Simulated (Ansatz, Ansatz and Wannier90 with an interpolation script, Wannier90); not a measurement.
# Settings in Wannier-interpolated G0W0: BiOBr (P4/nmm), part 2 of 2

Wanted: errors and cost of interpolated bands of BiOBr (P4/nmm) under coarser or faulty settings.

Wannier90 4.0.3; maximally localised Wannier functions from the overlaps of LDA states (plane waves, PAW). Known limits of the many-body steps: not at the basis limit; no spin-orbit coupling; coarse k mesh.

So far. Step 2 (Wannier model on 8×8×4, by Wannier90): Near the gap the model misses directly solved bands by 0.6 meV r.m.s. and by 8 meV at most in the window tested. This tests the starting bands, not the corrections carried with them. Step 3 (Wannier model on 8×8×4, by the program's own minimiser): Near the gap the model misses directly solved bands by 0.6 meV r.m.s. and by 8 meV at most in the window tested. This tests the starting bands, not the corrections carried with them.

The database entry behind the starting cell differs from later determinations by our own check (0.1 to 0.3 % short, probably kX units), so it need not match the best structure at ambient conditions.

### Step 4. Wannier model on 4×4×2, by Wannier90

This step: maximally localised Wannier functions from the overlaps of LDA states (plane waves, PAW).

Contents of w.win:

```
num_iter = 1200
conv_tol = 1.0e-8
conv_window = 5
dis_num_iter = 4000
dis_conv_tol = 1.0e-8
dis_mix_ratio = 0.7
write_hr = true
use_ws_distance = false
num_print_cycles = 50
! ansatz wannier90 interface
! projections by site (counted from 0) and shell: 0 6P, 1 6P, 2 4P, 3 4P, 4 2P, 5 2P
! states of the run's bands (counted from 1): 1-36
num_bands = 36
num_wann  = 18
dis_win_min = 1.91
dis_win_max = 15.33
dis_froz_min = 1.91
dis_froz_max = 12.33
guiding_centres = true

begin unit_cell_cart
Ang
                    3.916                      0.0                      0.0
                      0.0                    3.916                      0.0
                      0.0                      0.0                    8.077
end unit_cell_cart

begin atoms_frac
Bi                       0.0                      0.5                    0.154
Bi                       0.5                      0.0                    0.846
Br                       0.0                      0.5                    0.653
Br                       0.5                      0.0                    0.347
O                        0.0                      0.0                      0.0
O                        0.5                      0.5                      0.0
end atoms_frac

mp_grid = 4 4 2

[... the mesh's points ...]
```

Run with:

```console
$ OMP_NUM_THREADS=1 mpirun -n 8 wannier90.x w > wannier90.x.log
```

Numbers of over 12 decimals in the logs are rounded to 6 here.

Output:

```text
[banner, memory and clock lines left out]
TEM
                                    ------

                              Lattice Vectors (Ang)
                    a_1     3.916000   0.000000   0.000000
                    a_2     0.000000   3.916000   0.000000
                    a_3     0.000000   0.000000   8.077000

                   Unit Cell Volume:     123.86125  (Ang^3)

                        Reciprocal-Space Vectors (Ang^-1)
                    b_1     1.604491   0.000000   0.000000
                    b_2     0.000000   1.604491   0.000000
                    b_3     0.000000   0.000000   0.777911

 *----------------------------------------------------------------------------*
 |   Site       Fractional Coordinate          Cartesian Coordinate (Ang)     |
 +----------------------------------------------------------------------------+
 | bi   1   0.00000   0.50000   0.15400   |    0.00000   1.95800   1.24386    |
 | bi   2   0.50000   0.00000   0.84600   |    1.95800   0.00000   6.83314    |
 | br   1   0.00000   0.50000   0.65300   |    0.00000   1.95800   5.27428    |
 | br   2   0.50000   0.00000   0.34700   |    1.95800   0.00000   2.80272    |
 | o    1   0.00000   0.00000   0.00000   |    0.00000   0.00000   0.00000    |
 | o    2   0.50000   0.50000   0.00000   |    1.95800   1.95800   0.00000    |
 *----------------------------------------------------------------------------*
                                ------------
                                K-POINT GRID
                                ------------

             Grid size =  4 x  4 x  2      Total points =   32

 *---------------------------------- MAIN ------------------------------------*
 |  Number of Wannier Functions               :                18             |
[...]
Sum of centres and spreads ( 17.622000, 17.622000, 48.462000 )    32.71171757

      1    -0.167E+00     0.6129904774       32.7117175704       0.01  <-- CONV
        O_D=      0.1068718 O_OD=      1.5250189 O_TOT=     32.7117176 <-- SPRD
 Delta: O_D=  0.2697492E-02 O_OD= -0.1695569E+00 O_TOT= -0.1668594E+00 <-- DLTA

             <<<     Delta < 1.000E-08  over  5 iterations     >>>
             <<< Wannierisation convergence criteria satisfied >>>

 Final State
[...]
WF centre and spread   17  (  1.958000,  1.958000,  0.065909 )     1.19898645
  WF centre and spread   18  (  1.958000,  1.958000, -0.065909 )     1.19898645
  Sum of centres and spreads ( 17.622000, 17.622000, 48.462000 )    32.61863397

         Spreads (Ang^2)       Omega I      =    31.079826891
        ================       Omega D      =     0.106246105
                               Omega OD     =     1.432560974
    Final Spread (Ang^2)       Omega Total  =    32.618633970

 Writing checkpoint file w.chk... done

 *---------------------------------------------------------------------------*
 |                               PLOTTING                                    |
 *---------------------------------------------------------------------------*

 *===========================================================================*
 |                             TIMING INFORMATION                            |
 *===========================================================================*
 |    Tag                                                Ncalls      Time (s)|
 |---------------------------------------------------------------------------|
 |kmesh: get                                        :         1         0.009|
 |overlap: read                                     :         1         0.147|
 |dis: main                                         :         1         0.013|
 |wann: main                                        :         1         0.033|
 |plot: main                                        :         1         0.036|
 *---------------------------------------------------------------------------*
 All done: wannier90 exiting
```

Elapsed: 0.93 s, on 8 MPI ranks of Arm Neoverse V2, shared host; 6.1 s of CPU time.

This step gave:

- gauge-invariant spread: 31.08 Å²
- diagonal spread: 0.1062 Å²
- off-diagonal spread: 1.433 Å²
- total spread: 32.62 Å²
- disentanglement steps: 3
- r.m.s. interpolation error: 0.008267 eV
- r.m.s. error near the gap: 0.009510 eV

Near the gap the model misses directly solved bands by 9.5 meV r.m.s. and by 74 meV at most in the window tested. This tests the starting bands, not the corrections carried with them.

Frozen up to 5.03 eV; above it the model need not follow the bands. The electronic bands at the labelled points (eV, zero at the valence-band top; v1 is the highest filled band, c1 the lowest empty one):

| point | v4 | v3 | v2 | v1 | c1 | c2 | c3 | c4 |
| --- | --- | --- | --- | --- | --- | --- | --- | --- |
| Γ | -1.06 | -0.79 | -0.79 | -0.72 | 2.23 | 3.14 | 4.82 | 4.82 |
| halfway | -0.63 | -0.58 | -0.34 | -0.16 | 3.78 | 4.04 | 4.10 | 4.58 |
| X | -0.55 | -0.55 | -0.16 | -0.16 | 4.22 | 4.22 | 4.75 | 4.75 |
| halfway | -0.97 | -0.97 | -0.97 | -0.97 | 3.91 | 3.91 | 4.82 | 4.82 |
| M | -1.07 | -1.07 | -0.80 | -0.80 | 3.23 | 3.23 | 4.97 | 4.97 |
| halfway | -0.88 | -0.52 | -0.39 | -0.37 | 3.34 | 4.37 | 4.73 | 4.77 |
| Γ | -1.06 | -0.79 | -0.79 | -0.72 | 2.23 | 3.14 | 4.82 | 4.82 |
| halfway | -1.10 | -0.60 | -0.60 | -0.46 | 2.10 | 2.79 | 4.73 | 4.73 |
| Z | -0.99 | -0.47 | -0.47 | -0.17 | 2.04 | 2.32 | 4.64 | 4.64 |
| halfway | -0.93 | -0.52 | -0.42 | -0.26 | 3.58 | 3.83 | 4.66 | 4.69 |
| R | -0.56 | -0.56 | -0.12 | -0.12 | 4.04 | 4.04 | 4.80 | 4.80 |
| halfway | -1.10 | -1.10 | -0.51 | -0.51 | 3.52 | 3.52 | 5.26 | 5.26 |
| A | -1.15 | -1.15 | -1.07 | -1.07 | 3.93 | 3.93 | 5.20 | 5.20 |
| halfway | -1.17 | -1.05 | -0.36 | -0.29 | 3.00 | 4.22 | 4.95 | 5.12 |
| Z | -0.99 | -0.47 | -0.47 | -0.17 | 2.04 | 2.32 | 4.64 | 4.64 |
| jump to X | -0.55 | -0.55 | -0.16 | -0.16 | 4.22 | 4.22 | 4.75 | 4.75 |
| halfway | -0.55 | -0.55 | -0.14 | -0.14 | 4.13 | 4.13 | 4.78 | 4.78 |
| R | -0.56 | -0.56 | -0.12 | -0.12 | 4.04 | 4.04 | 4.80 | 4.80 |
| jump to M | -1.07 | -1.07 | -0.80 | -0.80 | 3.23 | 3.23 | 4.97 | 4.97 |
| halfway | -1.07 | -1.07 | -0.97 | -0.97 | 3.54 | 3.54 | 5.09 | 5.09 |
| A | -1.15 | -1.15 | -1.07 | -1.07 | 3.93 | 3.93 | 5.20 | 5.20 |

The same for Kohn-Sham, solved directly:

| point | v4 | v3 | v2 | v1 | c1 | c2 | c3 | c4 |
| --- | --- | --- | --- | --- | --- | --- | --- | --- |
| Γ | -1.06 | -0.79 | -0.79 | -0.72 | 2.23 | 3.14 | 4.82 | 4.82 |
| X | -0.55 | -0.55 | -0.16 | -0.16 | 4.22 | 4.22 | 4.75 | 4.75 |
| M | -1.07 | -1.07 | -0.80 | -0.80 | 3.23 | 3.23 | 4.97 | 4.97 |
| Γ | -1.06 | -0.79 | -0.79 | -0.72 | 2.23 | 3.14 | 4.82 | 4.82 |
| Z | -0.99 | -0.47 | -0.47 | -0.17 | 2.04 | 2.32 | 4.64 | 4.64 |
| R | -0.56 | -0.56 | -0.12 | -0.12 | 4.04 | 4.04 | 4.80 | 4.80 |
| A | -1.15 | -1.15 | -1.07 | -1.07 | 3.93 | 3.93 | 5.20 | 5.20 |
| Z | -0.99 | -0.47 | -0.47 | -0.17 | 2.04 | 2.32 | 4.64 | 4.64 |
| X | -0.55 | -0.55 | -0.16 | -0.16 | 4.22 | 4.22 | 4.75 | 4.75 |
| R | -0.56 | -0.56 | -0.12 | -0.12 | 4.04 | 4.04 | 4.80 | 4.80 |
| M | -1.07 | -1.07 | -0.80 | -0.80 | 3.23 | 3.23 | 4.97 | 4.97 |
| A | -1.15 | -1.15 | -1.07 | -1.07 | 3.93 | 3.93 | 5.20 | 5.20 |

### Step 5. A faulty Wannier input

This step: maximally localised Wannier functions, LDA, plane waves, PAW.

Contents of input.yaml:

```yaml
crystal:
  lattice:
    - [3.916, 0.0, 0.0]
    - [0.0, 3.916, 0.0]
    - [0.0, 0.0, 8.077]
  atoms:
    - { symbol: Bi, position: [0.0, 0.5, 0.154] }
    - { symbol: Bi, position: [0.5, 0.0, 0.846] }
    - { symbol: Br, position: [0.0, 0.5, 0.653] }
    - { symbol: Br, position: [0.5, 0.0, 0.347] }
    - { symbol: O, position: [0.0, 0.0, 0.0] }
    - { symbol: O, position: [0.5, 0.5, 0.0] }
kpoints:
  mp_grid: { grid: [4, 4, 2] }
hamiltonian:
  xc: lda
scf:
  occupations: { method: fixed }
  n_extra_bands: 65
output:
  wannier:
    kmesh: [4, 4, 2]
    projections:
      - { species: Bi, l: p, shell: 6 }
      - { species: Br, l: p, shell: 4 }
      - { species: O, l: p, shell: 2 }
    minimise: true
    write_hr: true
    seedname: w
    conv_tol: 1.0e-06
    max_iter: 3
    stability_check: false
    disentanglement:
      window: [1.91, 15.33]
      frozen_window: [1.91, 12.33]
      conv_tol: 1.0e-08
```

Run with:

```console
$ ansatz run input.yaml --threads 8 --pin off --max-ram 18432MiB --backend cpu --events-out ev --progress --plain --runs-dir out
```

Output:

```text
Error: invalid value for `output.wannier.max_iter`: must be ≥ 5; got 3
```

Wall time 0.12 s (8 threads); peak memory 0.088 GiB.

The program refused the input before any cycle.

The program's message: “Error: invalid value for `output.wannier.max_iter`: must be ≥ 5; got 3”

The fault put into this input: too few iterations.

### Step 6. G0W0: 4×4×2 mesh, 516 empty bands, screening to 150 eV

G0W0 replaces the xc potential by the self-energy, built once from these orbitals. Only a window of levels is corrected, while the sums run over the empty bands that the input names.

This step: G0W0 on LDA, plane waves, PAW.

input.yaml, the sections that differ from step 5:

```yaml
scf:
  occupations: { method: fixed }
gw:
  n_empty_bands: 516
  ecut_chi: 150.0
  qp_bands: [v12, c5]
  screening: { model: contour_deformation }
# crystal, kpoints, hamiltonian: as in step 5
# output: removed
```

Output:

```text
[...]
Crystal: 6 atoms, lattice volume = 123.861 Å³
Basis set: ecut = 420 eV, 2419 PW (Γ)
Bands: 34, of which v1, the nominal top of the filled ones, is band 28 counted from 1 (27 counted from 0)
Symmetry: 16 space group operations
[...]
k-points: 12 of 32
[...]
0    24      6.2362   -19.6350     2.7857   -16.1110  0.7400     5.4853     5.4980  root
[...]
11    30     11.2205   -11.9444    -3.8517   -16.3870  0.7888    11.8158    11.8113  root
    11    31     12.4909   -11.8282    -4.3089   -16.9324  0.7669    13.2970    13.2862  root
    11    32     12.4909   -11.8282    -4.3089   -16.9324  0.7669    13.2970    13.2862  root
    11    33     12.8916   -11.4933    -4.2215   -16.4924  0.7659    13.6797    13.6692  root
[key lines of the parts left out:]
SCF converged after 7 iterations
Free energy (F): -30671.888215 eV
Fermi energy:    7.174507 eV
```

It took 4.8 min on 8 threads; peak memory 3.8 GiB.

The G0W0 gap on the mesh is 3.197 eV.

### Step 7. G0W0: 4×4×2 mesh, 240 empty bands, screening to 90 eV

input.yaml, as its differences from that of step 6:

```diff
@@ -19,4 +19,4 @@
 gw:
-  n_empty_bands: 516
-  ecut_chi: 150.0
+  n_empty_bands: 240
+  ecut_chi: 90
   qp_bands: [v12, c5]
```

Output:

```text
[...]
Crystal: 6 atoms, lattice volume = 123.861 Å³
Basis set: ecut = 420 eV, 2419 PW (Γ)
Bands: 34, of which v1, the nominal top of the filled ones, is band 28 counted from 1 (27 counted from 0)
Symmetry: 16 space group operations
[...]
k-points: 12 of 32
[...]
0    24      6.2362   -19.6350     3.0045   -16.1110  0.7420     5.7108     5.7167  root
[...]
11    30     11.2205   -11.9444    -3.6268   -16.3870  0.7910    12.0453    12.0363  root
    11    31     12.4909   -11.8282    -4.0499   -16.9324  0.7692    13.5651    13.5452  root
    11    32     12.4909   -11.8282    -4.0499   -16.9324  0.7692    13.5651    13.5452  root
    11    33     12.8916   -11.4933    -3.9965   -16.4924  0.7681    13.9126    13.8942  root
[key lines of the parts left out:]
SCF converged after 7 iterations
Free energy (F): -30671.888215 eV
Fermi energy:    7.174507 eV
```

The job ended after 49 s (8 threads; peak memory 1.4 GiB; 6.1 min of CPU time).

The G0W0 gap on the mesh is 3.061 eV.

### Step 8. G0W0: 4×4×2 mesh, 516 empty bands, screening to 150 eV, plasmon pole

input.yaml, as its differences from that of step 7:

```diff
@@ -19,5 +19,5 @@
 gw:
-  n_empty_bands: 240
-  ecut_chi: 90
+  n_empty_bands: 516
+  ecut_chi: 150.0
   qp_bands: [v12, c5]
-  screening: { model: contour_deformation }
+  screening: { model: godby_needs }
```

Output:

```text
[...]
Crystal: 6 atoms, lattice volume = 123.861 Å³
Basis set: ecut = 420 eV, 2419 PW (Γ)
Bands: 34, of which v1, the nominal top of the filled ones, is band 28 counted from 1 (27 counted from 0)
Symmetry: 16 space group operations
[...]
k-points: 12 of 32
[...]
0    24      6.2362   -19.6350     2.7524   -16.1110  0.7873     5.4612     5.4646  root
[...]
11    30     11.2205   -11.9444    -3.7714   -16.3870  0.8107    11.8940    11.8917  root
    11    31     12.4909   -11.8282    -4.1765   -16.9324  0.7963    13.4262    13.4186  root
    11    32     12.4909   -11.8282    -4.1765   -16.9324  0.7963    13.4262    13.4186  root
    11    33     12.8916   -11.4933    -4.1104   -16.4924  0.7931    13.7825    13.7804  root
[key lines of the parts left out:]
SCF converged after 7 iterations
Free energy (F): -30671.888215 eV
Fermi energy:    7.174507 eV
```

The job ended after 7.7 min (8 threads; peak memory 3.8 GiB; 59 min of CPU time).

The G0W0 gap on the mesh is 3.178 eV.

### Step 9. Interpolated results

Times are wall times on 8 threads of Arm Neoverse V2, shared host, good to a factor of about two.

| GW mesh | empty bands | cutoff (eV) | frequency | gap on mesh (eV) | gap over zone (eV) | direct gap (eV) | valence width (eV) | GW time |
| --- | --- | --- | --- | --- | --- | --- | --- | --- |
| 4×4×2 | 516 | 150 | contour deformation | 3.197 | 3.016 | 3.428 | 5.107 | 4.8 min |
| 4×4×2 | 240 | 90 | contour deformation | 3.061 | 2.875 | 3.309 | 5.256 | 49 s |
| 4×4×2 | 516 | 150 | plasmon pole | 3.178 | 2.985 | 3.467 | 5.378 | 7.7 min |

### Step 10. Summary of results

| Quantity | Value |
| --- | --- |
| 4×4×2 mesh, 516 empty bands, screening to 150 eV | 3.02 eV |
| 4×4×2 mesh, 240 empty bands, screening to 90 eV | 2.88 eV |
| 4×4×2 mesh, 516 empty bands, screening to 150 eV, plasmon pole | 2.98 eV |

What this shows: The largest change, −0.14 eV in the gap over the zone, comes with 4×4×2 mesh, 240 empty bands, screening to 90 eV. The first run is a reference, not a converged one, and where a row moves several settings no single cause can be named. The program's own minimiser ends at the same spread as the first model, 35.3 Å², from the same trial orbitals; this need not be the lowest minimum. Coarser Wannier mesh (4×4×2): the miss near the gap goes from under 1 (the model on 8×8×4) to 10 meV and the total spread from 35.3 to 32.6 Å². With 4×4×2 mesh, 240 empty bands, screening to 90 eV the gap over the zone moves by −0.14 eV and that on the mesh by −0.14 eV. With 4×4×2 mesh, 516 empty bands, screening to 150 eV, plasmon pole the gap over the zone moves by −0.03 eV and that on the mesh by −0.02 eV. Gaps over the zone and on the mesh differ where an edge lies off the mesh, or where a GW run starts from another density: the starting gap over the zone is 2.039 eV, on the GW meshes it is 2.159 eV. The 4×4×2 mesh is coarse for this cell (its supercell is 16 Å along the shortest edge). The RPA ε∞ on it, from the LDA start, is 5.58 and 7.55; such meshes misread the long-range screening, most where the gap is narrow. Where an edge is built on 6p states of lead, bismuth or thallium, scalar-relativistic gaps usually stand too wide, by a few tenths to over one eV. The many-body steps are scalar-relativistic: spin-orbit coupling is not in them.

[Paths, hosts, dates, memory and timing lines, banners, echoed tables and standing remarks are left out of the program output.]

[Logs are printed without paths, hosts, clocks, repeated set-up lines and the standing remarks that a program may print on its own settings, such as how far it seeks lower states.]

[Runs of the session that timed out or met a known fault of the program may be left out.]

[Hosts, paths, dates, database ids (printed as entryN), source tags and the programs' standing remarks are cut or masked in the printed files.]
